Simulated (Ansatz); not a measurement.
**Bands, cutoff and cost in G0W0 for Ga2AsP (zincblende [001] superlattice) (P-4m2)**

Wanted: a G0W0 gap for Ga2AsP (zincblende [001] superlattice) (P-4m2) that is converged in bands and cutoff, or an estimate of the limit.

Calculated with Ansatz 0.2.0; G0W0 on PBEsol, plane waves, PAW; PAW set soft_1.

The structure was built from a prototype and need not be the compound's stable phase.

### 1. The starting structure

It takes space group P-4m2 (No. 115, tetragonal). Conventional cell: a = 3.926 Å, b = 3.926 Å, c = 11.077 Å, α = 90.00°, β = 90.00°, γ = 90.00°. Nearest to Ga lie 2 P at 2.37 Å and 2 As at 2.43 Å. Nearest to As lie 4 Ga at 2.43 Å. Nearest to Ga lie 4 As at 2.43 Å. P has 4 Ga at 2.37 Å nearest. Nearest to Ga lie 4 P at 2.37 Å. It derives from GaAs. Farther neighbours are not listed.

The structure was relaxed with PBEsol. The runs that relaxed it are not among those shown.

### 2. 83 empty bands, screening to 36 eV

Now the one-shot GW correction: screening in the RPA, then the self-energy of the levels asked for. This step takes PAW set soft_1 files.

File input.yaml:

```yaml
crystal:
  lattice:
    - [3.9259473074, 0.0, 0.0]
    - [0.0, 3.9259473074, 0.0]
    - [0.0, 0.0, 11.0769864183]
  atoms:
    - { symbol: Ga, position: [0.0, 0.0, 0.0602152032] }
    - { symbol: As, position: [0.5, 0.0, 0.1898820111] }
    - { symbol: Ga, position: [0.5, 0.5, 0.3193599712] }
    - { symbol: As, position: [0.0, 0.5, 0.4488379313] }
    - { symbol: Ga, position: [0.0, 0.0, 0.5785047392] }
    - { symbol: P, position: [0.5, 0.0, 0.6988655742] }
    - { symbol: Ga, position: [0.5, 0.5, 0.8193599712] }
    - { symbol: P, position: [0.0, 0.5, 0.9398543682] }
kpoints:
  mp_grid: { grid: [4, 4, 2] }
hamiltonian:
  xc: pbesol
  pseudopotentials: { kind: paw, azcp: { folder: soft_1 }, xc_functional: pbe }
scf:
  occupations: { method: fixed }
gw:
  n_empty_bands: 83
  ecut_chi: 36
  qp_bands: [v2, c2]
  qp_kpoints: band_edges
  screening: { model: contour_deformation }
```

Launch:

```console
$ ansatz run input.yaml --threads 8 --pin off --max-ram 17510MiB --backend cpu --events-out ev --progress --plain --runs-dir out
```

Numbers of over 12 decimals in the logs are rounded to 6 here.

Output:

```text
Engine: ansatz 0.2.0, aarch64-unknown-linux-gnu
Pseudopotentials: kind: paw
Pseudopotential: Ga, paw, valence charge 13, recommended cutoff 420 eV (normal), soft_1/Ga.paw.azcp
Pseudopotential: As, paw, valence charge 15, recommended cutoff 420 eV (normal), soft_1/As.paw.azcp
Pseudopotential: P, paw, valence charge 5, recommended cutoff 420 eV (normal), soft_1/P.paw.azcp
Functional definition: PBEsol
  exchange = pbesol_x
  correlation = pbesol_c
Crystal: 8 atoms, lattice volume = 170.730 Å³
Basis set: ecut = 420 eV, 3357 PW (Γ)
Bands: 56, of which v1, the nominal top of the filled ones, is band 46 counted from 1 (45 counted from 0)
Symmetry: 8 space group operations
Space group: P-4m2 (ITA 115), of the structure as read, at distance tolerance 5.5e-5 Å
k-points: 12 of 32
Non-local potential: Ga, projectors of the file, l = 0: 2, l = 1: 2, l = 2: 3, l = 3: 1
Non-local potential: As, projectors of the file, l = 0: 2, l = 1: 2, l = 2: 3, l = 3: 1
Non-local potential: P, projectors of the file, l = 0: 2, l = 1: 2, l = 2: 1
PAW form: soft (Blöchl's): semilocal exchange-correlation on the pseudo side does not see the compensation charge
PAW frozen core: Ga, regenerated for the run's functional, and the local potential with it (the file was generated under x = pbe(κ = 0.804, μ = 0.219515), c = pbe(β = 0.066725))
PAW frozen core: As, regenerated for the run's functional, and the local potential with it (the file was generated under x = pbe(κ = 0.804, μ = 0.219515), c = pbe(β = 0.066725))
PAW frozen core: P, regenerated for the run's functional, and the local potential with it (the file was generated under x = pbe(κ = 0.804, μ = 0.219515), c = pbe(β = 0.066725))
PAW one-centre angular grid: Ga, 590 points (default); XC on 64 Gauss nodes
PAW one-centre angular grid: As, 590 points (default); XC on 64 Gauss nodes
PAW one-centre angular grid: P, 110 points (default); XC on 64 Gauss nodes
Initial density: superposition of atomic densities (chi_scale 0.1, normalization cell, long waves kept (reshape's long-wave potential 0.28 eV rms))
Initial wavefunctions: pseudopotential atomic-orbital guess
Functional: x = pbesol(κ = 0.804, μ = 0.123457), c = pbesol(β = 0.046)
SCF iter   1: F=—  HF=-26082.275499 eV  |F-HF|=—  |Δ(HF+E_count)|=         —  Δρ=4.55e-2  dr2=3.14e0  ethr=3.10e-3  ⟨swp⟩=5.2  Hψ=2217  notcnv=0  defer=77
preconditioner: auto → Resta (q_TF=auto, 2.461 Å⁻¹)  ε∞=3.8  [insulator: Δε(μ)=0.938 eV  Ē_g=14.301 eV  n_scr=48 (ndim 8)  ℏωp=24.1 eV  f_vac=0.000  ε∞_Penn≈3.8]
SCF iter   2: F=—  HF=-26081.734300 eV  |F-HF|=—  |Δ(HF+E_count)|=   5.41e-1  Δρ=2.53e-2  dr2=7.36e-1  ethr=3.10e-3  ⟨swp⟩=2.1  Hψ=826  notcnv=0  defer=76
SCF iter   3: F=—  HF=-26081.582838 eV  |F-HF|=—  |Δ(HF+E_count)|=   1.51e-1  Δρ=5.10e-3  dr2=9.89e-2  ethr=8.00e-4  ⟨swp⟩=2.2  Hψ=772  notcnv=0  defer=90
SCF iter   4: F=—  HF=-26081.567677 eV  |F-HF|=—  |Δ(HF+E_count)|=   1.52e-2  Δρ=1.59e-3  dr2=6.88e-3  ethr=1.08e-4  ⟨swp⟩=2.8  Hψ=1235  notcnv=0  defer=96
SCF iter   5: F=—  HF=-26081.568667 eV  |F-HF|=—  |Δ(HF+E_count)|=   9.91e-4  Δρ=1.02e-3  dr2=1.42e-3  ethr=7.48e-6  ⟨swp⟩=2.3  Hψ=1268  notcnv=0  defer=96
SCF iter   6: F=—  HF=-26081.569342 eV  |F-HF|=—  |Δ(HF+E_count)|=   6.74e-4  Δρ=3.45e-4  dr2=1.83e-4  ethr=1.54e-6  ⟨swp⟩=2.0  Hψ=1071  notcnv=0  defer=96
SCF iter   7: F=—  HF=-26081.569348 eV  |F-HF|=—  |Δ(HF+E_count)|=   6.53e-6  Δρ=7.72e-5  dr2=9.49e-6  ethr=1.99e-7  ⟨swp⟩=2.0  Hψ=1174  notcnv=0  defer=96
SCF iter   8: F=—  HF=-26081.569365 eV  |F-HF|=—  |Δ(HF+E_count)|=   1.68e-5  Δρ=3.72e-5  dr2=1.29e-6  ethr=1.03e-8  ⟨swp⟩=2.0  Hψ=1190  notcnv=0  defer=88
SCF iter   9: F=-26081.569370 eV  HF=-26081.569370 eV  |F-HF|=1.17e-7  |Δ(HF+E_count)|=   4.76e-6  Δρ=8.17e-6  dr2=9.24e-8  ethr=1.09e-10  ⟨swp⟩=11.2  Hψ=3619  notcnv=0
SCF 1 converged in 9 iterations: F = -26081.569370 eV  dr2 = 9.24e-8
  greatest PAW one-centre occupation: 0.999 electrons in one spin orbital (limit 2), on the As atom at site 3 (counted from 0), in its partial waves of l = 2
NSCF: frozen V_eff on 12 k-points
G₀W₀ screening: q 1/12
[... further progress lines ...]
SCF converged after 9 iterations
Free energy (F): -26081.569370 eV
Harris-Foulkes:  -26081.569370 eV  (|F-HF|=1.17e-7)
Internal energy: -26081.569370 eV  (E = F + TS)
E sigma→0 (E₀):  -26081.569370 eV
Fermi energy:    7.503604 eV
--- Per-component energies (eV) ---
  E_band       = -766.465493
  E_kinetic    = 781.856783
  E_local      = -11597.537853  (includes V_loc(G=0)·N_el)
  E_nonlocal   = -1086.011838
  E_hartree    = 6751.601672
  E_xc         = -536.035861
  E_vxc        = -494.452223  (∫ρ·V_xc dr)
  E_paw        = -12838.780867  (= ΣΔE_a)
  E_vpaw       = -1873.503093  (= ΣTr[D̂ρ^β])
  E_aug_tail   = -0.000844  (compensation charges beyond the density's cutoff)
  E_ewald      = -7562.137532
  E_core_change = 5.476969  (= ΣΔE_core)
  E_smearing   = -0.000000  (= −TS)
  E_closure    = 0.000000  (closes the sum)
  Σ components = -26081.569370   (vs F -26081.569370, Δ=0.00e0)
--- Band table (eV; the first three rows and the last of 12) ---
  k-point 0: bands = [... 42 lower, 5.8210, 7.4594, 7.5036, 7.5036, 8.5472, 8.8418, 8.9044, 9.4266, ... 6 higher]
  k-point 1: bands = [... 42 lower, 6.6459, 6.6459, 6.9902, 6.9902, 8.7598, 8.8806, 9.7254, 9.7723, ... 6 higher]
  k-point 2: bands = [... 42 lower, 5.9431, 6.0847, 6.0994, 7.2459, 9.3358, 9.8354, 9.9153, 10.1010, ... 6 higher]
  k-point 11: bands = [... 42 lower, 4.3054, 4.3599, 4.4512, 4.4512, 9.8725, 9.8725, 10.1794, 10.1794, ... 6 higher]
--- G₀W₀: contour deformation, 6 samples at zero and on the imaginary axis and 1 off it, 32 q-points, 83 empty bands' worth ---
  eigenvalues of the whole cell's RPA ε∞ on this k-mesh (on a slab, of 1 + 4πα/V) = 19.5850, 23.3985, 23.3985; static W/v taken at q = 0 is 0.044075
  gw.qp_kpoints: band_edges: 8 of 12 stored k-points solved, in 1 pass; an edge of the gap read off the rows below is read off those points alone
    valence top: of the k-points left out ik 5 came nearest to being solved in a further pass, in band 46 (counted from 1, as in the quasiparticle table): it holds the edge there only if its correction is more favourable than any solved in that band by at least 0.923 eV; those differ by 0.177 eV
    conduction bottom: of the k-points left out ik 5 came nearest to being solved in a further pass, in band 47 (counted from 1, as in the quasiparticle table): it holds the edge there only if its correction is more favourable than any solved in that band by at least 0.785 eV; those differ by 0.743 eV
  `?` marks the rows in doubt; gw_qp.tsv's column doubts and the gw_qp event give each row's grounds
    ik  band        ε_KS         Σx   Σc(E_QP)       V_xc       Z   E_QP_lin       E_QP  E_QP is
     0    45      7.5036   -17.0758     1.8778   -15.4085  0.7706     7.7134     7.7141  root
     0    46      7.5036   -17.0758     1.8778   -15.4085  0.7706     7.7134     7.7141  root
     0    47      8.5472   -11.3243    -3.2354   -15.7108  0.7799     9.6801     9.6983  root
     0    48      8.8418    -6.7824    -3.5188   -10.7238  0.7840     9.2687     9.2643  root
     1    45      6.9902   -16.4320     1.9467   -14.6641  0.7682     7.1683     7.1689  root
     1    46      6.9902   -16.4320     1.9467   -14.6641  0.7682     7.1683     7.1689  root
     1    47      8.7598    -7.5437    -3.4625   -11.6032  0.7796     9.3669     9.3568  root
     1    48      8.8806    -7.1052    -3.4709   -11.0787  0.7827     9.3897     9.3831  root
     2    45      6.0994   -16.2483     2.3005   -14.0562  0.7577     6.2076     6.2079  root
     2    46      7.2459   -16.9136     1.9688   -15.1485  0.7689     7.4488     7.4495  root
     2    47      9.3358    -7.5313    -3.5992   -11.7237  0.7773     9.9394     9.9290  root
     2    48      9.8354    -9.2833    -3.5369   -13.6512  0.7711    10.6960    10.6664  root
     3    45      6.8222   -16.4433     1.8882   -14.7389  0.7666     7.0054     7.0060  root
     3    46      7.0001   -16.6103     2.0117   -14.7881  0.7682     7.1889     7.1896  root
     3    47      9.1035    -9.4772    -3.3925   -13.7655  0.7787    10.0388     9.9993  root ?
     3    48      9.2215    -9.2439    -3.4658   -13.5636  0.7773    10.1071    10.0754  root ?
     4    45      6.5700   -16.4526     2.1797   -14.4340  0.7640     6.7305     6.7311  root
     4    46      6.5848   -16.5024     2.1849   -14.4778  0.7641     6.7446     6.7451  root
     4    47      8.7005    -9.5721    -3.2979   -13.7172  0.7810     9.5776     9.5476  root ?
     4    48      8.7013    -9.5724    -3.3023   -13.7200  0.7807     9.5762     9.5466  root ?
     6    45      6.2462   -16.2613     2.1084   -14.2929  0.7608     6.3859     6.3863  root
     6    46      6.2533   -16.2536     2.0994   -14.2950  0.7616     6.3936     6.3940  root
     6    47      9.4536    -7.6629    -3.4071   -11.7130  0.7811    10.1092    10.0967  root
     6    48     10.2755    -8.6205    -3.6535   -13.0917  0.7733    11.1214    11.0932  root
     9    45      5.4319   -15.9449     2.3611   -13.6580  0.7520     5.5060     5.5062  root
     9    46      5.4636   -15.9437     2.3738   -13.6446  0.7513     5.5382     5.5384  root
     9    47      9.5611    -7.8388    -3.4819   -11.9427  0.7802    10.1946    10.1831  root
     9    48      9.5818    -7.8625    -3.4676   -11.9534  0.7805    10.2167    10.2051  root
    10    45      4.7658   -15.7804     2.6293   -13.1822  0.7399     4.7969     4.7969  root
    10    46      4.7690   -15.7709     2.6268   -13.1777  0.7402     4.8025     4.8025  root
    10    47      8.8871    -6.9533    -3.4022   -10.7633  0.7866     9.2988     9.2949  root
    10    48      8.8871    -6.9533    -3.4022   -10.7633  0.7866     9.2988     9.2949  root
```

The job ended after 19 s (8 threads of Arm Neoverse V2, shared host; peak memory 1.3 GiB; 2.2 min of CPU time).

This step gave:

* bands summed: 129
* RPA ε∞ on this mesh (eigenvalues): 19.59, 23.40, 23.40
* plane waves in the screening matrix: 75
* q-points in the mesh: 32
* G0W0 gap on the mesh: 1.550 eV
* k of the valence top: 0, 0, 0
* k of the conduction bottom: 0, 0, 0
* starting gap on the mesh: 1.044 eV
* Z at the valence top: 0.7706
* Z at the conduction bottom: 0.7840
* least direct G0W0 gap on the computed points: 1.550 eV

The gap on the mesh goes from 1.04 eV to 1.55 eV, a correction of +0.51 eV, though a band edge has moved to another state.

### 3. 331 empty bands, screening to 90 eV

Another rung: the empty bands reach about as high as the screening cutoff, so the two stay in balance.

Edit input.yaml of step 2 so:

```diff
@@ -22,4 +22,4 @@
 gw:
-  n_empty_bands: 83
-  ecut_chi: 36
+  n_empty_bands: 331
+  ecut_chi: 90.0
   qp_bands: [v2, c2]
```

Output:

```text
[...]
Crystal: 8 atoms, lattice volume = 170.730 Å³
Basis set: ecut = 420 eV, 3357 PW (Γ)
Bands: 56, of which v1, the nominal top of the filled ones, is band 46 counted from 1 (45 counted from 0)
Symmetry: 8 space group operations
[...]
k-points: 12 of 32
[...]
SCF iter   1: F=—  HF=-26082.275499 eV  |F-HF|=—  |Δ(HF+E_count)|=         —  Δρ=4.55e-2  dr2=3.14e0  ethr=3.10e-3  ⟨swp⟩=5.2  Hψ=2217  notcnv=0  defer=77
[...]
SCF iter   9: F=-26081.569370 eV  HF=-26081.569370 eV  |F-HF|=1.17e-7  |Δ(HF+E_count)|=   4.76e-6  Δρ=8.17e-6  dr2=9.24e-8  ethr=1.09e-10  ⟨swp⟩=11.2  Hψ=3619  notcnv=0
SCF 1 converged in 9 iterations: F = -26081.569370 eV  dr2 = 9.24e-8
[...]
NSCF: frozen V_eff on 12 k-points
G₀W₀ screening: q 1/12
[... further progress lines ...]
SCF converged after 9 iterations
Free energy (F): -26081.569370 eV
[...]
Internal energy: -26081.569370 eV  (E = F + TS)
E sigma→0 (E₀):  -26081.569370 eV
Fermi energy:    7.503604 eV
[...]
--- Band table (eV; the first three rows and the last of 12) ---
  k-point 0: bands = [... 42 lower, 5.8210, 7.4594, 7.5036, 7.5036, 8.5472, 8.8418, 8.9044, 9.4266, ... 6 higher]
  k-point 1: bands = [... 42 lower, 6.6459, 6.6459, 6.9902, 6.9902, 8.7598, 8.8806, 9.7254, 9.7723, ... 6 higher]
  k-point 2: bands = [... 42 lower, 5.9431, 6.0847, 6.0994, 7.2459, 9.3358, 9.8354, 9.9153, 10.1010, ... 6 higher]
  k-point 11: bands = [... 42 lower, 4.3054, 4.3599, 4.4512, 4.4512, 9.8725, 9.8725, 10.1794, 10.1794, ... 6 higher]
[...]
bands read: the sum over 377 bands ends inside a degenerate multiplet in 1 slot, whose members it reads at an even weight; the widest, k=11: bands 377 to 378 (counted from 1) at 1/2 each
[...]
0    45      7.5036   -17.0758     1.3296   -15.4085  0.7623     7.1635     7.1659  root
     0    46      7.5036   -17.0758     1.3296   -15.4085  0.7623     7.1635     7.1659  root
     0    47      8.5472   -11.3243    -3.8297   -15.7108  0.7725     9.1117     9.1039  root
     0    48      8.8418    -6.7824    -3.8181   -10.7238  0.7813     8.9654     8.9651  root
     1    45      6.9902   -16.4320     1.4181   -14.6641  0.7614     6.6376     6.6404  root
     1    46      6.9902   -16.4320     1.4181   -14.6641  0.7614     6.6376     6.6404  root
     1    47      8.7598    -7.5437    -3.8296   -11.6032  0.7759     8.9908     8.9897  root
     1    48      8.8806    -7.1052    -3.8094   -11.0787  0.7795     9.0452     9.0447  root
[...]
10    45      4.7658   -15.7804     2.1760   -13.1822  0.7348     4.3380     4.3436  root
    10    46      4.7690   -15.7709     2.1706   -13.1777  0.7352     4.3409     4.3464  root
    10    47      8.8871    -6.9533    -3.7016   -10.7633  0.7841     8.9956     8.9954  root
    10    48      8.8871    -6.9533    -3.7016   -10.7633  0.7841     8.9956     8.9954  root
```

Wall time 98 s (8 threads); peak memory 4 GiB; 12 min of CPU time.

This step gave:

| Item | Value |
| --- | --- |
| bands summed | 377 |
| RPA ε∞ on this mesh (eigenvalues) | 18.85, 22.39, 22.39 |
| plane waves in the screening matrix | 325 |
| q-points in the mesh | 32 |
| G0W0 gap on the mesh | 1.799 eV |
| k of the valence top | 0, 0, 0 |
| k of the conduction bottom | 0, 0, 0 |
| starting gap on the mesh | 1.044 eV |
| Z at the valence top | 0.7623 |
| Z at the conduction bottom | 0.7813 |
| least direct G0W0 gap on the computed points | 1.799 eV |

Against the run with 4×4×2 mesh, 83 empty bands, screening to 36 eV, PAW set soft_1 files, the gap moves by +0.25 eV.

### 4. The runs together

Times are wall times on 8 threads of Arm Neoverse V2, shared host, good to a factor of about two.

```
 mesh           files            frequency  bands summed  cutoff (eV)  start (eV)  G0W0 (eV)  time  host memory (GiB)
4×4×2  PAW set soft_1  contour deformation           129           36       1.044      1.550  19 s                1.3
4×4×2  PAW set soft_1  contour deformation           377           90       1.044      1.799  98 s                4.0
```

How the two edges are built up, in eV (the quasiparticle level is the starting level plus Σx plus Σc less Vxc):

```
      run               edge  start      Σx     Σc     Vxc     Z    QP
129 bands        valence top   7.50  -17.08   1.88  -15.41  0.77  7.71
129 bands  conduction bottom   8.84   -6.78  -3.52  -10.72  0.78  9.26
377 bands        valence top   7.50  -17.08   1.33  -15.41  0.76  7.17
377 bands  conduction bottom   8.84   -6.78  -3.82  -10.72  0.78  8.97
```

 Where G0W0 reorders the edges (129 bands and 377 bands), the two states listed lie further apart at the start than the starting gap.

### 5. What came out

- 129 bands, 36 eV: 1.550 eV
- 377 bands, 90 eV: 1.799 eV
- mesh and start: 4×4×2, PBEsol

From 129 to 377 bands the gap moves by +0.25 eV while the time grows 5.1-fold. Σc changes by −0.55 eV at the valence top and −0.30 eV at the conduction bottom, so both edges matter. The states at the edges change along the series or lie close to crossing, so no limit is drawn from it. The 4×4×2 mesh is coarse for this cell (its supercell is 16 Å along the shortest edge). The RPA ε∞ on it, from the PBEsol start, is 18.85 and 22.39; such meshes misread the long-range screening, most where the gap is narrow. The many-body steps are scalar-relativistic: spin-orbit coupling is not in them.

[Paths, hosts, dates, memory and timing lines, banners, echoed tables and standing remarks are left out of the program output.]

[Logs are printed without paths, hosts, clocks, repeated set-up lines and the standing remarks that a program may print on its own settings, such as how far it seeks lower states.]

[Runs of the session that timed out or met a known fault of the program may be left out.]

[Cells called generated may have been cut or substituted from an entry of the Crystallography Open Database or the Materials Project.]

[Hosts, paths, dates, database ids (printed as entryN), source tags and the programs' standing remarks are cut or masked in the printed files.]
